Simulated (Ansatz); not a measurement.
# Decaying states in the gap of BaCa2As2

Aim: relax a made-up compound, BaCa2As2, and see how good a tunnel barrier it would be. It is built by putting Ca for Mg in the BaMg2As2 structure of space group P-3m1, with the volume rescaled by atomic radii. The parent structure comes from the Materials Project.

Main program and level: Ansatz 0.2.0; r2SCAN DFT, plane waves, PAW files, in the first sound run; inputs show where later runs differ.

Report form: the programs' logs are mostly left out.

The structure was built from a prototype and need not be the compound's stable phase.

## 1. Set-up

The structure is trigonal, space group P-3m1 (No. 164). Conventional cell: a = 4.743 Å, b = 4.743 Å, c = 8.203 Å, α = 90.00°, β = 90.00°, γ = 120.00°. Nearest to Ba lie 6 As at 3.55 Å. Nearest to Ca lie 4 As at 2.85 to 2.86 Å. Nearest to As lie 4 Ca at 2.85 to 2.86 Å and 3 Ba at 3.55 Å. It derives from BaMg2As2. Ca for Mg in the BaMg2As2 structure of space group P-3m1. Farther neighbours are not listed.

## 2. Cell and atoms at rest

The substituted atoms don't fit the parent's cell, so cell and atoms relax together. A small smearing keeps the run stable in case the gap closes on the way.

input.yaml

```yaml
crystal:
  lattice:
    - [4.7434298718, 0.0, 0.0]
    - [-2.3717149359, 4.1079307701, 0.0]
    - [0.0, 0.0, 8.2031717204]
  atoms:
    - { symbol: Ba, position: [0.0, 0.0, 0.0] }
    - { symbol: Ca, position: [0.6666666667, 0.3333333333, 0.3772635] }
    - { symbol: Ca, position: [0.3333333333, 0.6666666667, 0.6227365] }
    - { symbol: As, position: [0.6666666667, 0.3333333333, 0.72476472] }
    - { symbol: As, position: [0.3333333333, 0.6666666667, 0.27523528] }
kpoints:
  mp_grid: { grid: [6, 6, 4] }
scf:
  occupations: { method: gaussian, width: 0.03 }
hamiltonian:
  xc: r2scan
output:
  forces: true
  stress: true
relax:
  f_tol: 0.02
  max_steps: 60
  cell: {}
```

The run is started by

```sh
$ ansatz run input.yaml --threads 2 --pin off --max-ram 4096MiB --backend cpu --events-out ev --progress --plain --runs-dir out
```

Wall time 14 s (2 threads of AMD EPYC 9R45, shared host); peak memory 0.93 GiB.

The steps of the relaxation:

| step | energy less that of the first step (eV) | largest force component (eV/Å) | pressure (GPa) | volume (Å³) |
| --- | --- | --- | --- | --- |
| 1 | 0.0000 | 0.9844 | 2.40 | 159.84 |
| 2 | -0.2248 | 0.2581 | -0.88 | 168.15 |
| 3 | -0.2452 | 0.0634 | -0.25 | 165.88 |
| 4 | -0.2474 | 0.0129 | 0.03 | 164.70 |
| 5 | -0.2475 | 0.0035 | 0.02 | 164.70 |
| 6* | -0.2480 | 0.0034 | 0.02 | 164.70 |

Relaxation steps marked * repeat the geometry before them on a plane-wave basis chosen anew for their cell, so energy and pressure can jump there.

Forces are held to the 12 operations that the run works with; a distortion that breaks them can't arise in this run.

| conventional cell, symmetrised | before | after | change |
| --- | --- | --- | --- |
| a (Å) | 4.743 | 4.873 | +2.7 % |
| b (Å) | 4.743 | 4.873 | +2.7 % |
| c (Å) | 8.203 | 8.010 | -2.4 % |
| volume (Å³/atom) | 31.97 | 32.94 | +3.0 % |

The atoms that moved most (Å, as changes of fractional coordinates times the final cell):

| atom | dx | dy | dz | length |
| --- | --- | --- | --- | --- |
| As4 | 0.000 | 0.000 | 0.147 | 0.147 |
| As5 | 0.000 | 0.000 | -0.147 | 0.147 |
| Ca2 | 0.000 | 0.000 | -0.118 | 0.118 |
| Ca3 | 0.000 | 0.000 | 0.118 | 0.118 |

The relaxed structure:

```xyz
5
Lattice="4.8726 0.0000 0.0000 -2.4363 4.2198 0.0000 0.0000 0.0000 8.0100" Properties=species:S:1:pos:R:3 pbc="T T T"
Ba    0.0000    0.0000    0.0000
Ca    2.4363    1.4066    2.9039
Ca    0.0000    2.8132    5.1061
As    2.4363    1.4066    5.9524
As    0.0000    2.8132    2.0575
```

This step gave:

- free energy: -19344.0593 eV
- Fermi energy: 6.885 eV
- pressure: 0.01689 GPa

The largest force component on a free atom ends at 0.0034 eV/Å.

## 3. The bulk crystal and its band edges

The energy window and the wavevectors of the next steps follow from the band edges, so these are searched first, off the mesh as well.

input.yaml

```yaml
crystal:
  lattice:
    - [4.8726311283, 0.0, 0.0]
    - [-2.4363155642, 4.2198223404, 0.0]
    - [0.0, 0.0, 8.009966315]
  atoms:
    - { symbol: Ba, position: [0.0, 0.0, 0.0] }
    - { symbol: Ca, position: [0.6666666667, 0.3333333333, 0.3625316048] }
    - { symbol: Ca, position: [0.3333333333, 0.6666666667, 0.6374683952] }
    - { symbol: As, position: [0.6666666667, 0.3333333333, 0.7431281413] }
    - { symbol: As, position: [0.3333333333, 0.6666666667, 0.2568718587] }
kpoints:
  mp_grid: { grid: [6, 6, 4] }
  band_path: { path: [VBM, CBM], npoints: 30 }
scf:
  occupations: { method: fixed }
hamiltonian:
  xc: r2scan
output:
  eigenvalues: true
  write_potential: true
  write_density: true
  volumetric_format: npy
```

It took 9.5 s on 2 threads; peak memory 0.82 GiB.

This step gave:

```yaml
fermi_energy: 6.001 eV
gap_on_the_k_mesh: 1.767 eV
gap_on_path: 1.767 eV, by band count; negative where bands overlap
direct_gap_on_path: 1.841 eV
edge_places_on_path: 0, 0.7445 1/A along the path
```

The electronic bands at the labelled points (eV, zero at the Fermi level (highest filled level under fixed occupations); v1 is the highest filled band, c1 the lowest empty one):

| point | v4 | v3 | v2 | v1 | c1 | c2 | c3 | c4 |
| --- | --- | --- | --- | --- | --- | --- | --- | --- |
| VBM | -0.50 | -0.22 | -0.22 | 0.00 | 2.48 | 2.94 | 2.94 | 3.53 |
| halfway | -0.73 | -0.44 | -0.21 | -0.18 | 2.37 | 3.23 | 3.27 | 3.94 |
| CBM | -0.64 | -0.43 | -0.34 | -0.07 | 1.77 | 3.36 | 3.62 | 3.86 |

The searched edges give 1.77 eV, as on the mesh.

## 4. Decaying states in the gap, plane (001), k-mesh 6×6×4

This step: r2SCAN DFT, plane waves, PAW files; complex bands by layer matching along the plane's normal (Ansatz 0.2.0).

The same crystal is laid in a cell whose first two vectors span the (001) plane (indices of the standard conventional cell, whose axes can be ordered otherwise than in the bulk input). At fixed energy and wavevector in the plane the solver finds all kz, real and complex. A few wavevectors are listed, (0, 0), (-0.5, 0) and (0.5, 0) (two of them one point) in units of the plane's reciprocal vectors; the slowest state needn't be among them.

input.yaml

```yaml
crystal:
  lattice:
    - [4.872631128, 0.0, 0.0]
    - [2.436315564, 4.21982234, 0.0]
    - [0.0, 0.0, 8.009966315]
  atoms:
    - { symbol: Ba, position: [0.0, 0.0, 0.0] }
    - { symbol: Ca, position: [0.3333333333, 0.3333333333, 0.3625316048] }
    - { symbol: Ca, position: [0.6666666667, 0.6666666667, 0.6374683952] }
    - { symbol: As, position: [0.3333333333, 0.3333333333, 0.7431281413] }
    - { symbol: As, position: [0.6666666667, 0.6666666667, 0.2568718587] }
kpoints:
  mp_grid: { grid: [6, 6, 4] }
scf:
  occupations: { method: fixed }
hamiltonian:
  xc: r2scan
output:
  eigenvalues: true
  transmission:
    leads: [[0, 0]]
    kpoints: [[0.0, 0.0], [-0.5, 0.0], [0.5, 0.0]]
    e_range: [-1.0, 2.77]
    de: 0.09
```

The job ended after 15 s (2 threads; peak memory 1.1 GiB; 29 s of CPU time).

Numbers from this step:

* level to which the leads are filled: 0.8834 eV from the Fermi level
* decay constant at the filling level, zone centre: 0.1790 Å⁻¹
* decay constant at the filling level, slowest listed point: 0.179 Å⁻¹

K parallel (0, 0); values up to 1.5 1/Å, a degenerate pair printed once or twice; energies at which all values exceed this have no row. Table of Im kz of the slowest decaying states by energy, zero at the highest filled level on the SCF mesh:

| energy (eV) | decay 1 (Å⁻¹) | decay 2 (Å⁻¹) | decay 3 (Å⁻¹) | decay 4 (Å⁻¹) |
| --- | --- | --- | --- | --- |
| -1.00 | 0.0434 | 0.453 | 0.745 | 0.921 |
| -0.73 | 0.265 | 0.729 | 0.887 | - |
| -0.46 | 0.113 | 0.711 | 0.851 | - |
| -0.19 | 0.692 | 0.814 | - | - |
| -0.01 | 0.185 | 0.679 | 0.788 | 1.50 |
| 0.08 | 0.0712 | 0.269 | 0.672 | 0.774 |
| 0.35 | 0.136 | 0.396 | 0.651 | 0.734 |
| 0.62 | 0.165 | 0.462 | 0.628 | 0.693 |
| 0.80 | 0.176 | 0.491 | 0.612 | 0.665 |
| 1.07 | 0.182 | 0.518 | 0.586 | 0.622 |
| 1.34 | 0.180 | 0.533 | 0.559 | 0.577 |
| 1.61 | 0.170 | 0.529 | 0.530 | 0.537 |
| 1.88 | 0.151 | 0.478 | 0.496 | 0.533 |
| 2.15 | 0.119 | 0.418 | 0.460 | 0.522 |
| 2.42 | 0.0539 | 0.344 | 0.420 | 0.506 |
| 2.69 | 0.242 | 0.372 | 0.484 | 1.30 |

K parallel (-0.5, 0); values up to 1.5 1/Å, a degenerate pair printed once or twice; energies at which all values exceed this have no row. Im kz of the slowest decaying states against energy, zero at the highest filled level on the SCF mesh:

| energy (eV) | decay 1 (Å⁻¹) | decay 2 (Å⁻¹) | decay 3 (Å⁻¹) | decay 4 (Å⁻¹) |
| --- | --- | --- | --- | --- |
| -1.00 | 0.0980 | 0.278 | 0.672 | 0.798 |
| -0.82 | 0.0980 | 0.268 | 0.608 | 0.744 |
| -0.64 | 0.219 | 0.515 | 0.691 | 0.934 |
| -0.46 | 0.266 | 0.640 | 0.876 | 1.11 |
| -0.28 | 0.167 | 0.412 | 0.589 | 0.797 |
| -0.10 | 0.150 | 0.291 | 0.336 | 0.537 |
| -0.01 | 0.205 | 0.324 | 0.510 | 0.539 |
| 0.08 | 0.251 | 0.348 | 0.482 | 0.601 |
| 0.26 | 0.376 | 0.379 | 0.604 | 0.762 |
| 0.44 | 0.381 | 0.393 | 0.608 | 0.804 |
| 0.62 | 0.383 | 0.394 | 0.609 | 0.827 |
| 0.80 | 0.383 | 0.386 | 0.606 | 0.840 |
| 1.07 | 0.355 | 0.381 | 0.597 | 0.848 |
| 1.25 | 0.319 | 0.380 | 0.587 | 0.848 |
| 1.43 | 0.264 | 0.379 | 0.574 | 0.845 |
| 1.61 | 0.183 | 0.378 | 0.559 | 0.839 |
| 1.79 | 0.375 | 0.542 | 0.832 | 0.925 |
| 1.97 | 0.370 | 0.522 | 0.822 | 0.906 |
| 2.15 | 0.361 | 0.498 | 0.811 | 0.886 |
| 2.33 | 0.0554 | 0.349 | 0.472 | 0.799 |
| 2.51 | 0.0683 | 0.334 | 0.441 | 0.784 |
| 2.69 | 0.317 | 0.404 | 0.769 | 0.821 |

K parallel (0.5, 0); values up to 1.5 1/Å, a degenerate pair printed once or twice; energies at which all values exceed this have no row. Im kz of the slowest decaying states against energy, zero at the highest filled level on the SCF mesh:

| energy (eV) | decay 1 (Å⁻¹) | decay 2 (Å⁻¹) | decay 3 (Å⁻¹) | decay 4 (Å⁻¹) |
| --- | --- | --- | --- | --- |
| -1.00 | 0.0980 | 0.278 | 0.672 | 0.798 |
| -0.82 | 0.0980 | 0.268 | 0.608 | 0.744 |
| -0.73 | 0.0776 | 0.250 | 0.568 | 0.717 |
| -0.55 | 0.162 | 0.437 | 0.665 | 0.907 |
| -0.37 | 0.308 | 0.614 | 0.840 | 1.10 |
| -0.28 | 0.167 | 0.412 | 0.589 | 0.797 |
| -0.10 | 0.150 | 0.291 | 0.336 | 0.537 |
| -0.01 | 0.205 | 0.324 | 0.510 | 0.539 |
| 0.17 | 0.297 | 0.366 | 0.447 | 0.602 |
| 0.35 | 0.379 | 0.387 | 0.606 | 0.786 |
| 0.44 | 0.381 | 0.393 | 0.608 | 0.804 |
| 0.62 | 0.383 | 0.394 | 0.609 | 0.827 |
| 0.80 | 0.383 | 0.386 | 0.606 | 0.840 |
| 0.89 | 0.378 | 0.382 | 0.604 | 0.844 |
| 1.07 | 0.355 | 0.381 | 0.597 | 0.848 |
| 1.25 | 0.319 | 0.380 | 0.587 | 0.848 |
| 1.34 | 0.294 | 0.379 | 0.581 | 0.846 |
| 1.52 | 0.228 | 0.378 | 0.567 | 0.842 |
| 1.70 | 0.120 | 0.377 | 0.551 | 0.836 |
| 1.79 | 0.375 | 0.542 | 0.832 | 0.925 |
| 1.97 | 0.370 | 0.522 | 0.822 | 0.906 |
| 2.06 | 0.366 | 0.510 | 0.817 | 0.896 |
| 2.24 | 0.356 | 0.485 | 0.805 | 0.876 |
| 2.42 | 0.0696 | 0.342 | 0.457 | 0.792 |
| 2.51 | 0.0683 | 0.334 | 0.441 | 0.784 |
| 2.69 | 0.317 | 0.404 | 0.769 | 0.821 |

At the listed wavevectors the last open channel is at -0.01 eV and the next at +1.79 eV on the grid. At +0.89 eV, the grid energy nearest the filling level (the middle of the gap on the SCF mesh), the slowest state at the listed wavevectors decays with κ = 0.179 Å⁻¹, its amplitude falling by e over 5.6 Å. Through 1 nm of this crystal that state's transmission falls by exp(−2 × 0.179 Å⁻¹ × 10 Å) = 0.028.

## 5. Decay over the two-dimensional zone

The listed points could miss the slowest state, so one energy near mid-gap is solved on a mesh of 8×8.

input.yaml, as its differences from that of step 4:

```diff
@@ -19,6 +19,2 @@
   eigenvalues: true
-  transmission:
-    leads: [[0, 0]]
-    kpoints: [[0.0, 0.0], [-0.5, 0.0], [0.5, 0.0]]
-    e_range: [-1.0, 2.77]
-    de: 0.09
+  transmission: { leads: [[0, 0]], kmesh: [8, 8], e_range: [0.88, 0.89], de: 0.05 }
```

Elapsed: 7.9 s, on 2 threads; peak memory 1.2 GiB.

This step gave:

```yaml
least_decay_constant_on_the_mesh: 0.1787 Å⁻¹
```

Slowest decay constant (1/Å; 0 where a channel is open) over k1 and k2. At 0.8800 eV from the Fermi level.

Ten even steps from '0' (0.179) to '9' (0.413):
```
79976886
99986768
77873378
86630366
78733787
98676899
76886799
87978797
```
Columns: k1 (b1) from -0.5 to 0.375; rows upwards: k2 (b2) from -0.5 to 0.375.

The least value on the mesh is 0.179 Å⁻¹ at +0.88 eV. At that energy the listed points give about 0.179 Å⁻¹ by interpolation, so the mesh holds no clearly slower state.

## 6. Complex bands, plane (100), k-mesh 6×4×6

The same for the (100) plane, at (0, 0) and (-0.5, 0), to see how the decay depends on direction.

input.yaml

```yaml
crystal:
  lattice:
    - [4.872631128, 0.0, 0.0]
    - [0.0, 8.009966315, 0.0]
    - [2.436315564, 0.0, 4.21982234]
  atoms:
    - { symbol: Ba, position: [0.0, 0.0, 0.0] }
    - { symbol: Ca, position: [0.6666666667, 0.3625316048, 0.6666666667] }
    - { symbol: Ca, position: [0.3333333333, 0.6374683952, 0.3333333333] }
    - { symbol: As, position: [0.6666666667, 0.7431281413, 0.6666666667] }
    - { symbol: As, position: [0.3333333333, 0.2568718587, 0.3333333333] }
kpoints:
  mp_grid: { grid: [6, 4, 6] }
scf:
  occupations: { method: fixed }
hamiltonian:
  xc: r2scan
output:
  eigenvalues: true
  transmission:
    leads: [[0, 0]]
    kpoints: [[0.0, 0.0], [-0.5, 0.0]]
    e_range: [-1.0, 2.77]
    de: 0.06
```

Elapsed: 44 s, on 2 threads; peak memory 1.9 GiB; 88 s of CPU time.

Numbers from this step:

* decay constant at the filling level, zone centre: 0.2108 Å⁻¹
* decay constant at the filling level, slowest listed point: 0.2108 Å⁻¹

K parallel (0, 0); values up to 1.5 1/Å, a degenerate pair printed once or twice; energies at which all values exceed this have no row. The Im kz of the slowest decaying states by energy, zero at the highest filled level on the SCF mesh:

| energy (eV) | decay 1 (Å⁻¹) | decay 2 (Å⁻¹) | decay 3 (Å⁻¹) | decay 4 (Å⁻¹) |
| --- | --- | --- | --- | --- |
| -1.00 | 0.191 | 0.224 | 0.538 | 0.639 |
| -0.82 | 0.130 | 0.204 | 0.459 | 0.614 |
| -0.64 | 0.334 | 0.581 | 0.590 | 0.781 |
| -0.46 | 0.0907 | 0.104 | 0.306 | 0.567 |
| -0.28 | 0.120 | 0.200 | 0.295 | 0.545 |
| -0.04 | 0.116 | 0.171 | 0.209 | 0.227 |
| 0.02 | 0.131 | 0.155 | 0.242 | 0.268 |
| 0.14 | 0.155 | 0.246 | 0.268 | 0.375 |
| 0.32 | 0.180 | 0.296 | 0.310 | 0.469 |
| 0.50 | 0.196 | 0.317 | 0.350 | 0.449 |
| 0.68 | 0.205 | 0.332 | 0.377 | 0.424 |
| 0.86 | 0.211 | 0.339 | 0.396 | 0.400 |
| 1.04 | 0.212 | 0.331 | 0.382 | 0.409 |
| 1.22 | 0.210 | 0.301 | 0.379 | 0.417 |
| 1.40 | 0.205 | 0.253 | 0.380 | 0.421 |
| 1.58 | 0.185 | 0.195 | 0.380 | 0.422 |
| 1.76 | 0.0358 | 0.182 | 0.379 | 0.420 |
| 2.00 | 0.157 | 0.373 | 0.412 | 0.500 |
| 2.18 | 0.129 | 0.365 | 0.404 | 0.473 |
| 2.36 | 0.0856 | 0.353 | 0.394 | 0.438 |
| 2.54 | 0.336 | 0.366 | 0.382 | 0.404 |
| 2.72 | 0.274 | 0.311 | 0.352 | 0.375 |

K parallel (0, 0). The Re kz of states that move upwards by energy, zero at the highest filled level on the SCF mesh:

| energy (eV) | channel 1 (Å⁻¹) | channel 2 (Å⁻¹) | channel 3 (Å⁻¹) | channel 4 (Å⁻¹) |
| --- | --- | --- | --- | --- |
| -1.0000 | -0.338 | - | - | - |
| -0.7600 | -0.255 | - | - | - |
| -0.5200 | -0.177 | -0.0632 | - | - |
| -0.2200 | -0.385 | -0.0169 | - | - |
| 0.0200 | - | - | - | - |
| 0.2600 | - | - | - | - |
| 0.5000 | - | - | - | - |
| 0.7400 | - | - | - | - |
| 0.9800 | - | - | - | - |
| 1.2200 | - | - | - | - |
| 1.5200 | - | - | - | - |
| 1.7600 | - | - | - | - |
| 2.0000 | -0.526 | - | - | - |
| 2.2400 | -0.422 | - | - | - |
| 2.4800 | -0.329 | - | - | - |

K parallel (-0.5, 0); values up to 1.5 1/Å, a degenerate pair printed once or twice; energies at which all values exceed this have no row. Im kz of the slowest decaying states against energy, zero at the highest filled level on the SCF mesh:

| energy (eV) | decay 1 (Å⁻¹) | decay 2 (Å⁻¹) | decay 3 (Å⁻¹) | decay 4 (Å⁻¹) |
| --- | --- | --- | --- | --- |
| -1.00 | 0.0275 | 0.182 | 0.662 | 0.665 |
| -0.82 | 0.196 | 0.607 | 0.621 | 0.924 |
| -0.64 | 0.534 | 0.537 | 0.871 | 1.18 |
| -0.46 | 0.177 | 0.322 | 0.520 | 0.792 |
| -0.28 | 0.0341 | 0.356 | 0.710 | 1.14 |
| -0.04 | 0.0664 | 0.260 | 0.486 | 0.728 |
| 0.02 | 0.106 | 0.286 | 0.501 | 0.729 |
| 0.14 | 0.150 | 0.326 | 0.521 | 0.729 |
| 0.32 | 0.188 | 0.369 | 0.539 | 0.725 |
| 0.50 | 0.210 | 0.400 | 0.549 | 0.718 |
| 0.68 | 0.222 | 0.424 | 0.554 | 0.709 |
| 0.86 | 0.225 | 0.442 | 0.555 | 0.698 |
| 1.04 | 0.221 | 0.455 | 0.554 | 0.686 |
| 1.22 | 0.207 | 0.466 | 0.553 | 0.672 |
| 1.40 | 0.181 | 0.473 | 0.551 | 0.656 |
| 1.58 | 0.138 | 0.477 | 0.552 | 0.639 |
| 1.76 | 0.0277 | 0.479 | 0.559 | 0.617 |
| 2.00 | 0.478 | 0.573 | 0.596 | 0.819 |
| 2.18 | 0.475 | 0.540 | 0.625 | 0.773 |
| 2.36 | 0.469 | 0.511 | 0.684 | 0.940 |
| 2.54 | 0.0699 | 0.459 | 0.480 | 0.667 |
| 2.72 | 0.0761 | 0.445 | 0.447 | 0.647 |

At the listed wavevectors the last open channel is at -0.04 eV and the next at +1.82 eV on the grid. At +0.86 eV, the grid energy nearest the filling level (the middle of the gap on the SCF mesh), the slowest state at the listed wavevectors decays with κ = 0.211 Å⁻¹, its amplitude falling by e over 4.7 Å; the first such run, plane (001), gave 0.179 Å⁻¹.

## 7. Band edges at another level, cutoff 420 eV

This step: PBE DFT, plane waves, PAW files (Ansatz 0.2.0).

The edges again with PBE, at the same atoms. Against that run the cutoff is 420 eV against 500.

input.yaml

```yaml
crystal:
  lattice:
    - [4.8726311283, 0.0, 0.0]
    - [-2.4363155642, 4.2198223404, 0.0]
    - [0.0, 0.0, 8.009966315]
  atoms:
    - { symbol: Ba, position: [0.0, 0.0, 0.0] }
    - { symbol: Ca, position: [0.6666666667, 0.3333333333, 0.3625316048] }
    - { symbol: Ca, position: [0.3333333333, 0.6666666667, 0.6374683952] }
    - { symbol: As, position: [0.6666666667, 0.3333333333, 0.7431281413] }
    - { symbol: As, position: [0.3333333333, 0.6666666667, 0.2568718587] }
kpoints:
  mp_grid: { grid: [6, 6, 4] }
  band_path: { path: [VBM, CBM], npoints: 30 }
scf:
  occupations: { method: fixed }
hamiltonian:
  xc: pbe
output:
  eigenvalues: true
```

It took 4.5 s on 2 threads; peak memory 0.53 GiB; 8.7 s of CPU time.

Numbers from this step:

```yaml
free_energy: -19301.4986 eV
fermi_energy: 6.163 eV
gap_on_the_k_mesh: 1.439 eV
gap_on_path: 1.439 eV, by band count; negative where bands overlap
direct_gap_on_path: 1.500 eV
```

Electronic bands along the path, in eV, zero at the Fermi level (highest filled level under fixed occupations); v1 is the highest filled band, c1 the lowest empty one:

| point | v4 | v3 | v2 | v1 | c1 | c2 | c3 | c4 |
| --- | --- | --- | --- | --- | --- | --- | --- | --- |
| VBM | -0.50 | -0.22 | -0.22 | 0.00 | 1.93 | 2.54 | 2.54 | 3.13 |
| halfway | -0.73 | -0.44 | -0.21 | -0.17 | 2.02 | 2.79 | 2.86 | 3.44 |
| CBM | -0.65 | -0.43 | -0.33 | -0.06 | 1.44 | 2.93 | 3.18 | 3.43 |

The searched edges give 1.44 eV, as on the mesh.

Between step 3 and this run (PBE and cutoff 420 eV) the value for the gap on the k-mesh moves from 1.77 eV to 1.44 eV.

(Continued in part 2 of 2.)

[Logs are printed without paths, hosts, clocks, repeated set-up lines and the standing remarks that a program may print on its own settings, such as how far it seeks lower states.]

[Hosts, paths, dates, database ids (printed as entryN), source tags and the programs' standing remarks are cut or masked in the printed files.]
